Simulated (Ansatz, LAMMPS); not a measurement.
## Localised basis functions on aqueous Mg2+ and TFSI-, 2.5 mol of salt per kg of water at 360 K (194 atoms)

Aim: test how closely localised support functions follow the reference on aqueous Mg2+ and TFSI-, 2.5 mol of salt per kg of water at 360 K (194 atoms), and at what cost. A setting counts as converged where the r.m.s. difference of forces stays under 1 % of the r.m.s. force.

Main program and level: Ansatz 0.2.0; Kohn-Sham DFT, PBE+D4, PAW (set soft_2), plane waves.

## 1. Starting point

The cell holds 194 atoms: 4 N, 8 S, 60 O, 8 C, 24 F, 88 H and 2 Mg. Cell: a = 13.005 Å, b = 13.005 Å, c = 13.005 Å, α = 90.0°, β = 90.0°, γ = 90.0°. 44 H2O, 2 Mg2+, 4 TFSI- placed at random, at 1.48 g/cm³; overlaps pushed apart, then 10 ps at 420 K with divalent ions of Li, Roberts, Chakravorty and Merz (J. Chem. Theory Comput. 9, 2733 (2013)); MMFF94 bonds, angles, torsions, charges and radii (Halgren, J. Comput. Chem. 17, 490 (1996)) in harmonic and 12-6 forms; SPC/E water (Berendsen, Grigera and Straatsma, J. Phys. Chem. 91, 6269 (1987)). Snapshot after 20 ps at 360 K and fixed volume.

Before any run, some limits are plain. The network of contacts between molecules at the start is that of the classical potential that made the cell, and needn't be the one that DFT or experiment would give. The density was typed from a rule of thumb and may lie off the real one at this temperature. Sampling is at Γ alone, for a cell whose shortest periodic width is 13 Å.

## 2. The classical run that made the cell

A classical potential makes the cell, at a small fraction of what the same run would cost in DFT.

This step: classical MD, divalent ions of Li, Roberts, Chakravorty and Merz (J. Chem. Theory Comput. 9, 2733 (2013)); MMFF94 bonds, angles, torsions, charges and radii (Halgren, J. Comput. Chem. 17, 490 (1996)) in harmonic and 12-6 forms; SPC/E water (Berendsen, Grigera and Straatsma, J. Phys. Chem. 91, 6269 (1987)) (LAMMPS 22 Jul 2025 - Update 4).

in.lmp

```
# aqueous Mg2+ and TFSI-, 2.5 mol of salt per kg of water
units real
atom_style full
boundary p p p
bond_style harmonic
angle_style harmonic
dihedral_style opls
improper_style harmonic
special_bonds lj 0 0 0.5 coul 0 0 0.75
read_data data.lmp
neigh_modify delay 0 every 1 check yes one 4000
comm_modify cutoff 12.0
timestep 0.5
thermo_style custom step time temp pe press density
thermo_modify norm yes
# push overlapping molecules apart
pair_style soft 2.6
pair_coeff * * 0.0
variable a equal ramp(1,60)
fix ad all adapt 1 pair soft a * * v_a
velocity all create 420 412905 mom yes dist gaussian
fix lim all nve/limit 0.03
fix lan all langevin 420 420 50 412906 zero yes
thermo 1000
run 3000 post no
unfix ad
pair_style lj/cut/coul/long 9.0
pair_modify mix arithmetic tail yes
pair_coeff 1 1 0.0721 3.5530   # N
pair_coeff 2 2 0.2681 3.4180   # S
pair_coeff 3 3 0.0763 3.0960   # O
pair_coeff 4 4 0.0678 3.3680   # C
pair_coeff 5 5 0.0801 2.5590   # F
pair_coeff 6 6 0.1553 3.1660   # O
# [... 21 lines left out ...]
compute msd all msd com yes
thermo 5000
fix md all nvt temp 360 360 100
run 20000 post no
print "== T360: mean square displacement over the hold $(c_msd[4]:%.2f) A^2"
unfix md
uncompute msd
write_dump all custom T360.dump id type xs ys zs modify sort id
```

Run with:

```console
> lmp -in in.lmp -log none -nocite
```

The log of the run:

```text
LAMMPS (22 Jul 2025 - Update 4)
Reading data file ...
  orthogonal box = (0 0 0) to (13.0052 13.0052 13.0052)
  194 atoms
  orthogonal box = (0 0 0) to (13.0052 13.0052 13.0052)
  144 bonds
  144 angles
  96 dihedrals
   Step          Time           Temp          PotEng         Press         Density
         0   0              420            0.51003215    -5847.7325      1.4810007
      1000   500            406.12051      1.1926004      17662.332      1.4810007
      2000   1000           415.30705      1.0949571      24293.305      1.4810007
      3000   1500           401.06758      1.0462094      26142.357      1.4810007
Loop time of 0.268988 s on 1 MPI rank(s) for 3000 steps with 194 atoms
PPPM initialization ...
  G vector (1/distance) = 0.31027924
  grid = 9 9 9
  estimated relative force accuracy = 4.7046273e-05
   Step          Time           Temp          PotEng         Press         Density
      3000   1500           401.06758      2.8840072      33418.715      1.4810007
      3100   1550           401.06758     -4.7104283     -377.30549      1.4810007
      3200   1600           401.06758     -5.1146218     -974.89976      1.4810007
      3300   1650           401.06758     -5.219934      -673.16219      1.4810007
Loop time of 0.607119 s on 1 MPI rank(s) for 300 steps with 194 atoms
Minimization stats:
  Stopping criterion = max iterations
  Energy initial, next-to-last, final =
      2.88400724695098  -5.21940464233827  -5.21993404008948
  Force two-norm initial, final = 834.24707 14.099636
  Iterations, force evaluations = 300 590
   Step          Time           Temp          PotEng         Press         Density
         0   0              420           -5.219934      -446.81274      1.4810007
      1000   500            418.39691     -3.9959265     -6381.1162      1.4810007
      2000   1000           404.20717     -3.9493793     -1010.8627      1.4810007
Loop time of 1.48933 s on 1 MPI rank(s) for 2000 steps with 194 atoms
   Step          Time           Temp          PotEng         Press         Density
      2000   1000           523.57036     -4.343292       5505.7648      1.4810007
[... 5 lines left out ...]
Loop time of 7.93982 s on 1 MPI rank(s) for 10000 steps with 194 atoms
   Step          Time           Temp          PotEng         Press         Density
[... 4 lines left out ...]
Loop time of 3.96699 s on 1 MPI rank(s) for 5000 steps with 194 atoms
   Step          Time           Temp          PotEng         Press         Density
[... 2 lines left out ...]
     25000   24000          368.43448     -4.457593       734.84467      1.4810007
     30000   29000          355.98478     -4.5126411     -645.49667      1.4810007
     35000   34000          305.33322     -4.4541826     -3557.8522      1.4810007
     37000   36000          322.52789     -4.5086306      4224.4336      1.4810007
Loop time of 15.8142 s on 1 MPI rank(s) for 20000 steps with 194 atoms
== T360: mean square displacement over the hold 20.72 A^2
```

It took 30 s on 1 thread of Arm Neoverse V1, shared host; peak memory 0.13 GiB.

The input also reads data.lmp (atoms, bonds and types; not printed here).

## 3. Plane-wave single point

The first run fixes the reference, at a cutoff of 420 eV.

input.yaml

```yaml
crystal:
  lattice:
    - [13.0052, 0.0, 0.0]
    - [0.0, 13.0052, 0.0]
    - [0.0, 0.0, 13.0052]
  atoms:
    - { symbol: "N", position: [0.1066, 0.17414, 0.61634] }
    - { symbol: S, position: [0.1207, 0.25534, 0.53417] }
    - { symbol: O, position: [0.20654, 0.32799, 0.54507] }
    - { symbol: O, position: [0.1154, 0.22422, 0.42467] }
    - { symbol: C, position: [0.00183, 0.32811, 0.56896] }
    - { symbol: F, position: [0.01793, 0.43344, 0.57641] }
    - { symbol: F, position: [0.92774, 0.3249, 0.49343] }
    - { symbol: F, position: [0.9557, 0.2946, 0.6522] }
    - { symbol: S, position: [0.03693, 0.08329, 0.58847] }
    - { symbol: O, position: [0.96405, 0.09793, 0.50368] }
    - { symbol: O, position: [0.98383, 0.04083, 0.67395] }
    - { symbol: C, position: [0.14335, 0.99121, 0.53983] }
    - { symbol: F, position: [0.18637, 0.01606, 0.44757] }
    - { symbol: F, position: [0.22237, 0.9997, 0.60852] }
    - { symbol: F, position: [0.11201, 0.89223, 0.53991] }
    - { symbol: "N", position: [0.10616, 0.88219, 0.06456] }
    - { symbol: S, position: [0.05695, 0.9342, 0.9675] }
    - { symbol: O, position: [0.99279, 0.86422, 0.90818] }
    - { symbol: O, position: [0.00961, 0.03264, 0.98964] }
    - { symbol: C, position: [0.1699, 0.96252, 0.89324] }
    - { symbol: F, position: [0.18398, 0.06779, 0.88672] }
    - { symbol: F, position: [0.25295, 0.92099, 0.94106] }
    - { symbol: F, position: [0.17654, 0.92181, 0.80156] }
    - { symbol: S, position: [0.15044, 0.96311, 0.13636] }
    - { symbol: O, position: [0.19251, 0.06127, 0.09148] }
    - { symbol: O, position: [0.2151, 0.91445, 0.21529] }
    - { symbol: C, position: [0.02808, 0.99992, 0.19882] }
    - { symbol: F, position: [0.03939, 0.99935, 0.30523] }
    - { symbol: F, position: [0.00612, 0.10168, 0.18041] }
    - { symbol: F, position: [0.94395, 0.93696, 0.17337] }
    - { symbol: "N", position: [0.73622, 0.48471, 0.23535] }
    - { symbol: S, position: [0.63077, 0.52081, 0.19192] }
    [... 156 atom lines left out ...]
    - { symbol: H, position: [0.80473, 0.82708, 0.6004] }
    - { symbol: O, position: [0.4473, 0.31452, 0.15332] }
    - { symbol: H, position: [0.50548, 0.36419, 0.14549] }
    - { symbol: H, position: [0.47359, 0.24274, 0.14499] }
    - { symbol: Mg, position: [0.62445, 0.85725, 0.54313] }
    - { symbol: Mg, position: [0.3025, 0.36727, 0.18581] }
kpoints:
  mp_grid: { grid: [1, 1, 1] }
hamiltonian:
  xc: pbe
  dispersion: d4
scf:
  occupations: { method: fixed }
output:
  forces: true
  stress: true
  populations: true
  dos:
    method: { smearing: { sigma: 0.1 } }
    de: 0.1
    projected: { site_lists: { C: [C], F: [F], H: [H], Mg: [Mg], "N": ["N"] } }
  eigenvalues: true
  write_density: true
  write_potential: true
  volumetric_format: npy
```

Run with:

```console
> ansatz run input.yaml --threads 8 --pin off --max-ram 15872MiB --backend cpu --events-out ev --progress --plain --runs-dir out
```

The log of the run:

```text
Engine: ansatz 0.2.0, aarch64-unknown-linux-gnu
Pseudopotentials: kind: paw
Pseudopotential: N, paw, valence charge 5, recommended cutoff 420 eV (normal), N.paw.azcp
Pseudopotential: S, paw, valence charge 6, recommended cutoff 420 eV (normal), S.paw.azcp
Pseudopotential: O, paw, valence charge 6, recommended cutoff 420 eV (normal), O.paw.azcp
Pseudopotential: C, paw, valence charge 4, recommended cutoff 420 eV (normal), C.paw.azcp
Pseudopotential: F, paw, valence charge 7, recommended cutoff 420 eV (normal), F.paw.azcp
Pseudopotential: H, paw, valence charge 1, recommended cutoff 420 eV (normal), H.paw.azcp
Pseudopotential: Mg, paw, valence charge 10, recommended cutoff 420 eV (normal), Mg.paw.azcp
[... 5 lines on functional and potentials left out ...]
Crystal: 194 atoms, lattice volume = 2199.637 Å³
Basis set: ecut = 420 eV, 43003 PW (Γ), exchange–correlation on 180×180×180 points (8 copies of the dense FFT grid, shifted against one another)
Bands: 562, of which v1, the nominal top of the filled ones, is band 368 counted from 1 (367 counted from 0)
Symmetry: 1 space group operations
Space group: P1 (ITA 1), of the structure as read, at distance tolerance 1.3e-4 Å
k-points: 1
[... 15 lines on functional and potentials left out ...]
Initial density: superposition of atomic densities (neutral atoms: chi_scale 0, normalization atom), corrected by the library's trained network
Initial wavefunctions: pseudopotential atomic-orbital guess
Functional: x = pbe(κ = 0.804, μ = 0.219515), c = pbe(β = 0.066725)
SCF iter   1: F=—  HF=-69445.068132 eV  |F-HF|=—  |Δ(HF+E_count)|=         —  Δρ=5.06e-3  dr2=6.84e-1  ethr=1.77e-3  ⟨swp⟩=5.0  Hψ=2280  notcnv=0  defer=191
preconditioner: auto → Resta (q_TF=auto, 2.273 Å⁻¹)  ε∞=2.4  [insulator: Δε(μ)=4.557 eV  Ē_g=17.402 eV  n_scr=460 (ndim 8)  ℏωp=20.9 eV  f_vac=0.297  ε∞_Penn≈2.4  vacuum switching on, ρ_ref=2.2e-2 e/Å³]
SCF iter   2: F=—  HF=-69444.788116 eV  |F-HF|=—  |Δ(HF+E_count)|=   2.80e-1  Δρ=2.58e-3  dr2=1.19e-1  ethr=9.29e-5  ⟨swp⟩=3.0  Hψ=836  notcnv=0  defer=191
SCF iter   3: F=—  HF=-69444.762474 eV  |F-HF|=—  |Δ(HF+E_count)|=   2.56e-2  Δρ=1.10e-3  dr2=2.51e-2  ethr=1.61e-5  ⟨swp⟩=4.0  Hψ=737  notcnv=0  defer=192
SCF iter   4: F=—  HF=-69444.757891 eV  |F-HF|=—  |Δ(HF+E_count)|=   4.58e-3  Δρ=3.25e-4  dr2=1.76e-3  ethr=3.41e-6  ⟨swp⟩=3.0  Hψ=711  notcnv=0  defer=192
SCF iter   5: F=—  HF=-69444.758054 eV  |F-HF|=—  |Δ(HF+E_count)|=   1.63e-4  Δρ=1.99e-4  dr2=7.05e-4  ethr=2.39e-7  ⟨swp⟩=2.0  Hψ=1009  notcnv=0  defer=192
SCF iter   6: F=—  HF=-69444.757969 eV  |F-HF|=—  |Δ(HF+E_count)|=   8.54e-5  Δρ=4.82e-5  dr2=3.56e-5  ethr=9.57e-8  ⟨swp⟩=2.0  Hψ=682  notcnv=0  defer=192
SCF iter   7: F=—  HF=-69444.759513 eV  |F-HF|=—  |Δ(HF+E_count)|=   1.54e-3  Δρ=1.91e-5  dr2=5.54e-6  ethr=4.84e-9  ⟨swp⟩=2.0  Hψ=739  notcnv=0  defer=191
SCF iter   8: F=—  HF=-69444.759514 eV  |F-HF|=—  |Δ(HF+E_count)|=   4.52e-7  Δρ=6.86e-6  dr2=6.35e-7  ethr=7.53e-10  ⟨swp⟩=3.0  Hψ=720  notcnv=0  defer=191
SCF iter   9: F=—  HF=-69444.759514 eV  |F-HF|=—  |Δ(HF+E_count)|=   2.42e-7  Δρ=2.50e-6  dr2=1.02e-7  ethr=1.36e-11  ⟨swp⟩=23.0  Hψ=5607  notcnv=0
SCF iter  10: F=-69444.759514 eV  HF=-69444.759514 eV  |F-HF|=3.57e-9  |Δ(HF+E_count)|=   1.92e-8  Δρ=6.53e-7  dr2=5.81e-9  ethr=1.36e-11  ⟨swp⟩=9.0  Hψ=3036  notcnv=0
SCF 1 converged in 10 iterations: F = -69444.759514 eV  dr2 = 5.81e-9
  greatest PAW one-centre occupation: 1.000 electrons in one spin orbital (limit 2), on the Mg atom at site 192 (counted from 0), in its partial waves of l = 0
WARN: The input density's exchange-correlation potential varies sharply where the density is thin. Do not read a vacuum level from v_tot or v_xc, or from such a field of the output density. On a cell that repeats whose density bears no net charge and no dipole along the vacuum's axis use v_es (v_loc + v_h of the components); [...]
SCF converged after 10 iterations
Free energy (F): -69444.759514 eV
Harris-Foulkes:  -69444.759514 eV  (|F-HF|=3.57e-9)
Internal energy: -69444.759514 eV  (E = F + TS)
E sigma→0 (E₀):  -69444.759514 eV
Fermi energy:    -0.590266 eV
--- Per-component energies (eV) ---
  E_band       = -7608.789475
  E_kinetic    = 18998.756029
  E_local      = -80752.008999  (includes V_loc(G=0)·N_el)
  E_nonlocal   = 5587.334513
  E_hartree    = 31608.987048
  E_xc         = -8540.924650
  E_vxc        = -10613.655730  (∫ρ·V_xc dr)
  E_paw        = -21063.351759  (= ΣΔE_a)
  E_vpaw       = -4047.286012  (= ΣTr[D̂ρ^β])
  E_aug_tail   = 0.097035  (compensation charges beyond the density's cutoff)
  E_ewald      = -15273.818480
  E_disp       = -9.830251  (pairwise vdW)
  E_smearing   = -0.000000  (= −TS)
  E_closure    = 0.000000  (closes the sum)
  Σ components = -69444.759514   (vs F -69444.759514, Δ=0.00e0)
--- Forces (eV/Å), atoms counted from 1 ---
  atom   1  N      1.47808350    -0.47820185     1.88990632
  atom   2  S      0.62909582     2.99909821    -3.92553290
  atom   3  O     -0.83315504    -1.16878969     1.35585194
  atom   4  O     -0.14347917    -0.17911777     1.56826583
  atom   5  C     -2.11573635     2.79344390    -2.02089363
  atom   6  F      1.00606677    -1.37245136     0.50238052
  atom   7  F      1.09128767    -1.15908440     0.03555905
  atom   8  F      0.24382857    -0.18483354     0.91806993
  atom   9  S     -1.66451228    -2.08455572    -2.81623984
  atom  10  O      0.95645051     0.49409109     0.15007390
  atom  11  O      0.52384656    -0.65340179     2.23476442
  atom  12  C      1.68731143     0.56781610     0.64183509
  atom  13  F     -1.09723170    -0.32442246     0.70884500
  atom  14  F     -0.69716327    -0.23615730    -0.27711584
[...]
atom 193  Mg    -0.01218071    -0.27937757    -0.81588172
  atom 194  Mg     0.28250141    -0.20688432     0.60248543
  max |Σ_I F_I| component: 3.35e-5 eV/Å
--- Stress (GPa, compression-positive) ---
        0.365433      -0.340730      -0.045693
       -0.340729       0.367845      -0.240948
       -0.045693      -0.240948       0.342651
  P = ⅓ Tr σ = 0.3586 GPa (3.586 kbar)
--- Band table (eV) ---
  k-point 0: bands = ["-72.6575", "-72.6201", "-39.4449", "-39.4128", [... 546 levels ...], "11.5354", "11.5472", "11.5768", "11.6103", "11.6378", "11.6583", "11.7088", "11.7265", "11.7508", "11.7934", "11.8270", "11.8408"]
--- Löwdin populations: 194 sites ---
  site symbol       q [e]
     0      N      5.8344
     1      S      3.8091
     2      O      6.6723
[...]
193     Mg      8.3744
  spilling = 0.013098 (of n_electrons = 736.000000)
```

Wall time 40 s (8 threads of Arm Neoverse V1, shared host); peak memory 3.5 GiB.

The program notes that the exchange-correlation potential is rough where the density is thin.

The run gave:

- free energy: -69444.7595 eV
- free energy per atom: -357.9627 eV/atom
- SCF cycles: 10
- pressure: 0.3586 GPa
- r.m.s. force component: 0.8577 eV/Å
- longest force: 4.98 eV/Å
- Fermi energy: -0.5903 eV
- gap (highest filled to lowest empty level): 4.084 eV
- spilling of the projection: 0.0131

Neighbours are counted within 1.21 Å (H-O), 1.93 Å (O-S), 2.68 Å (O-Mg), 1.62 Å (F-C), 2.21 Å (C-S), 1.98 Å (S-N).

Length of the force by element and coordination:

| element | coordination | atoms | mean length of the force (eV/Å) | spread | least | most |
| --- | --- | --- | --- | --- | --- | --- |
| C | all | 8 | 2.81 | 0.836 | 1.39 | 4.05 |
| F | all | 24 | 1.23 | 0.516 | 0.510 | 2.51 |
| H | all | 88 | 1.08 | 0.343 | 0.298 | 1.95 |
| Mg | all | 2 | 0.780 | 0.0828 | 0.697 | 0.863 |
| N | all | 4 | 2.28 | 0.675 | 1.13 | 2.78 |
| O | all | 60 | 1.03 | 0.511 | 0.199 | 3.01 |
| O | 1 | 16 | 1.46 | 0.667 | 0.694 | 3.01 |
| O | 2 | 32 | 0.795 | 0.317 | 0.199 | 1.52 |
| O | 3 | 12 | 1.08 | 0.231 | 0.727 | 1.41 |
| S | all | 8 | 3.33 | 1.22 | 1.20 | 4.98 |

Löwdin charges by element and coordination (they lack the spilled electrons, 0.050 e an atom on average):

| element | coordination | atoms | mean charge (e) | spread | least | most |
| --- | --- | --- | --- | --- | --- | --- |
| C | all | 8 | 0.643 | 0.0185 | 0.613 | 0.667 |
| F | all | 24 | -0.203 | 0.0141 | -0.227 | -0.168 |
| H | all | 88 | 0.392 | 0.0112 | 0.375 | 0.432 |
| Mg | all | 2 | 1.63 | 0.0018 | 1.63 | 1.63 |
| N | all | 4 | -0.836 | 0.0084 | -0.847 | -0.824 |
| O | all | 60 | -0.711 | 0.0377 | -0.798 | -0.630 |
| O | 1 | 16 | -0.700 | 0.0176 | -0.737 | -0.672 |
| O | 2 | 32 | -0.694 | 0.027 | -0.743 | -0.630 |
| O | 3 | 12 | -0.770 | 0.0169 | -0.798 | -0.734 |
| S | all | 8 | 2.20 | 0.0182 | 2.18 | 2.23 |

Density of states as counts of states in windows of 1 eV (from the Fermi level), total and the larger projections:

| from (eV) | to (eV) | total | F p | H s |
| --- | --- | --- | --- | --- |
| -10 | -9 | 24.9 | 14.2 | 0.2 |
| -9 | -8 | 24.6 | 9.3 | 1.7 |
| -8 | -7 | 45.0 | 1.6 | 10.0 |
| -7 | -6 | 59.0 | 8.9 | 11.4 |
| -6 | -5 | 60.4 | 35.5 | 2.6 |
| -5 | -4 | 58.5 | 31.3 | 1.7 |
| -4 | -3 | 60.0 | 11.3 | 2.2 |
| -3 | -2 | 65.2 | 3.3 | 1.4 |
| -2 | -1 | 65.5 | 1.1 | 0.4 |
| -1 | 0 | 44.5 | 0.1 | 0.1 |
| 0 | 1 | 1.6 | 0.0 | 0.0 |
| 1 | 3 | 0.0 | 0.0 | 0.0 |
| 3 | 4 | 0.2 | 0.0 | 0.0 |
| 4 | 5 | 18.0 | 1.1 | 2.2 |

With fixed occupations the program's Fermi level is the highest filled level; weight inside the gap is the broadening of levels at its edges.

Between -26 and -10 eV lie 193 more states.

Not all projections were asked for or kept, so they needn't add up to the total.

The levels nearest the highest filled one (over half full), pooled over k-points and spins:

| level less the highest filled one (eV) | occupation |
| --- | --- |
| -0.380 | 2 |
| -0.366 | 2 |
| -0.255 | 2 |
| -0.232 | 2 |
| -0.0728 | 2 |
| 0 | 2 |
| 4.08 | 0 |
| 4.28 | 0 |
| 4.55 | 0 |
| 4.61 | 0 |
| 4.72 | 0 |
| 4.80 | 0 |

Electrostatic potential energy in the ab plane at fractional z = 0.186, with atoms of C and F and S and O and H and Mg within 0.2 Å of it. With pseudopotentials it is smooth inside the atoms' cores, unlike the true potential.

Values in eV, 13 rows by 16 columns, each cell a mean:
```
-21 -12 -28 -22   1   5   4   3  -8 -23  -2   5   6   6 -11 -33
  4   2  -2 -15   1   6   5   1 -23 -15  -5   5   6   6   1  -5
  6   5   5  -4  -7   4  -6  -9   1   3   0   5   6   6   6   6
  6   5  -6 -26 -19   1 -19 -11  -5  -9 -37  -2   5   6   6   6
  6   5  -9 -13  -4   6   4   4   3   1  -8  -2   4   5   6   6
  5   5   4   5   5   6   6   5   3 -17 -25  -4   3   5   6   5
  6   5   4   5   4   5   5   5   2 -23 -32 -13  -1   6   6   6
  7   6   4   2 -16 -14   3   4   3   2   1   3   6   7   6   7
  7   6   5   0 -25 -22  -4 -16   2   5   6   7   7   7   6   6
  6   6   6   5   2   3   2  -6   4   6   7   7   6   4   5   6
  3   6   6   6   6   6   6   5   5   7   7   7   0 -14   4   4
-33   3   5   6   6   7   6   5   3   5   6   6   5   4   5 -15
-34 -10  -6   1   6   6   3   2   2   5   6   6   6   6   5  -6
```
Columns run along a (13.0 Å; values clipped at the 3rd and 97th percentile), rows up along b (13.0 Å). Atoms in or near the plane, at fractional coordinates: C at (0.03, 0.00), F at (0.01, 0.10), F at (0.94, 0.94), S at (0.63, 0.52), F at (0.64, 0.72), O at (0.57, 0.93), H at (0.51, 0.88), O at (0.24, 0.70), H at (0.16, 0.68), H at (0.25, 0.77), Mg at (0.30, 0.37).

(Part 1 of 2 ends here.)

[Long decimals in the printed logs are rounded to 6 places.]

[Logs are printed without paths, hosts, clocks, repeated set-up lines and the standing remarks that a program may print on its own settings, such as how far it seeks lower states.]

[Hosts, paths, dates, database ids (printed as entryN), source tags and the programs' standing remarks are cut or masked in the printed files.]

[The MMFF94 radii named for the starting cell were scaled by 0.96; in molecules described by MMFF94, hydrogen bound to N, O or S took a small fixed 12-6 site in their place.]
